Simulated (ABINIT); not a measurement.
An input for ABINIT 10.8.3 (BN (Qingsongite)):

```
acell 3*1.0 Angstrom
rprim 
  -0.000000000000 1.807500000000 1.807500000000
  1.807500000000 0.000000000000 1.807500000000
  1.807500000000 1.807500000000 -0.000000000000
ntypat 2
znucl 5 7
natom 2
typat 1 2
xred 
  0.000000000000 0.000000000000 0.000000000000
  0.250000000000 0.250000000000 0.250000000000
pp_dirpath "pseudos"
pseudos "B.upf, N.upf"
ecut 36
ngkpt 6 6 6
nshiftk 1
shiftk 0 0 0
kptopt 1
chksymbreak 0
istwfk *1
occopt 1
irdwfk 1
optdriver 4
nband 58
gwcalctyp 28
ecutsigx 36
symsigma 0
nkptgw 16
kptgw 
  0.0000000000 0.0000000000 0.0000000000
  0.1666666667 0.0000000000 0.0000000000
  0.3333333333 0.0000000000 0.0000000000
  0.5000000000 0.0000000000 0.0000000000
  0.1666666667 0.1666666667 0.0000000000
  0.3333333333 0.1666666667 0.0000000000
  0.5000000000 0.1666666667 0.0000000000
  -0.3333333333 0.1666666667 0.0000000000
  -0.1666666667 0.1666666667 0.0000000000
  0.3333333333 0.3333333333 0.0000000000
  0.5000000000 0.3333333333 0.0000000000
  -0.3333333333 0.3333333333 0.0000000000
  0.5000000000 0.5000000000 0.0000000000
  0.5000000000 0.3333333333 0.1666666667
  -0.3333333333 0.3333333333 0.1666666667
  -0.3333333333 0.5000000000 0.1666666667
bdgw 
  1 14
  1 14
  1 14
  1 14
  1 14
  1 14
  1 14
  1 14
  1 14
  1 14
  1 14
  1 14
  1 14
  1 14
  1 14
  1 14
ecuteps 8
irdscr 1
ppmodel 1
irdqps 1
rhoqpmix 0.3
indata_prefix "in"
outdata_prefix "out"
tmpdata_prefix "tmp"
```

```sh
OMP_NUM_THREADS=1 mpirun -n 4 abinit run.abi > log
```

Question: How long will it take on 4 MPI ranks of Intel Xeon 6975P-C (Granite Rapids), shared host, and how much memory?

It took 60 s; on shared hardware allow 30 s to 2 min. Peak host memory was 0.67 GiB.

[Paths, hosts, dates, memory and timing lines, banners, echoed tables and standing remarks are left out of the program output.]

[Logs are printed without paths, hosts, clocks, repeated set-up lines and the standing remarks that a program may print on its own settings, such as how far it seeks lower states.]

[Runs of the session that timed out or met a known fault of the program may be left out.]

[Hosts, paths, dates, database ids (printed as entryN), source tags and the programs' standing remarks are cut or masked in the printed files.]

[G0W0 gaps are taken among the corrected bands and points alone; a level outside them can change the order at an edge.]

[Where Ansatz stands beside ABINIT at settings called matched, ABINIT's density can come from a denser mesh and the files from another edition; pairs whose starting gaps differed by over 0.03 eV were left out, so agreement reads better than it is.]
